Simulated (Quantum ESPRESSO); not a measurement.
Consider ZnCu (Pm-3m).

```
Zn Cu
1.0
     2.94500    0.00000    0.00000
     0.00000    2.94500    0.00000
     0.00000    0.00000    2.94500
Zn Cu
1 1
Direct
  0.50000 0.50000 0.50000
  0.00000 0.00000 0.00000
```

Absorber: atom 2, with 8 Zn at 2.55 Å and 6 Cu at 2.94 Å (cube and octahedron, as in bcc, site symmetry m-3m). Method: Quantum ESPRESSO XSpectra, PBE, excited-electron core hole (neutral cell), 16-atom cell with 5.9 Å between holes, 4×4×4 k points, dipole transitions, Lorentzian half width 0.78 eV up to 4 eV, rising linearly to 1.75 eV at 25 eV (not a setting of the program: the run's 0.4 eV curve was folded afterwards with a further Lorentzian).

Q: Predict the near-edge structure at the Cu K edge.

Main maxima up to 30 eV above the zero (height): 14.7 eV (1.54) and 24.8 eV (1.14). A K edge sees empty p states on the absorber. The total-energy difference is 9014.67 eV. One term is added: -29.93 eV, since the hole is spin-paired here and a spin-polarised one costs that much less in the free atom (computed apart). The photon energy is then 8984.74 eV. The tabulated edge of the element is 8979 eV. The functional leaves an error of a few eV in such absolute values.

The Cu K spectrum (energy from the energy zero of the input (xe0, at the border of filled and empty states); intensity scaled to a mean of 1 over the first 20 eV; folded afterwards to Lorentzian half width 0.78 eV up to 4 eV, rising linearly to 1.75 eV at 25 eV; the points at xe0, where the cut of filled states can leave a spike, are interpolated):

```tsv
E (eV)	intensity
-2.0	0.09
-1.5	0.11
-1.0	0.13
-0.5	0.18
0.0	0.25
0.5	0.34
1.0	0.41
1.5	0.44
2.0	0.46
2.5	0.51
3.0	0.58
3.5	0.67
4.0	0.77
4.5	0.81
5.0	0.85
5.5	0.90
6.0	0.93
6.5	0.96
7.0	0.98
7.5	1.01
8.0	1.03
8.5	1.04
9.0	1.06
9.5	1.06
10.0	1.05
10.5	1.06
11.0	1.12
11.5	1.19
12.0	1.23
12.5	1.25
13.0	1.28
13.5	1.35
14.0	1.45
14.5	1.53
15.0	1.52
15.5	1.44
16.0	1.35
16.5	1.27
17.0	1.21
17.5	1.16
18.0	1.11
18.5	1.06
19.0	1.01
19.5	0.98
20.0	0.95
20.5	0.93
21.0	0.93
21.5	0.94
22.0	0.95
22.5	0.98
23.0	1.02
23.5	1.07
24.0	1.11
24.5	1.13
25.0	1.13
25.5	1.12
26.0	1.11
26.5	1.09
27.0	1.08
27.5	1.09
28.0	1.10
28.5	1.13
29.0	1.17
29.5	1.22
30.0	1.25
30.5	1.27
31.0	1.28
31.5	1.28
32.0	1.28
```

The holes are only 5.9 Å apart, so the shape is probably not converged with cell size; no larger cell was run here. The structure is a published determination, not relaxed.

[Banner, clock and machine lines of the logs are left out without a mark of their own.]

[Logs are printed without paths, hosts, clocks, repeated set-up lines and the standing remarks that a program may print on its own settings, such as how far it seeks lower states.]

[Hosts, paths, dates, database ids (printed as entryN), source tags and the programs' standing remarks are cut or masked in the printed files.]

[Lists of maxima count a maximum above −3 eV only where it reaches 4 % of the highest in the window and stands out from its surroundings by 2 % of it (1.5 % where it reaches 55 %); shoulders and weaker maxima are passed over, and of the rest the first, up to two pre-edge ones and the few strongest are named.]
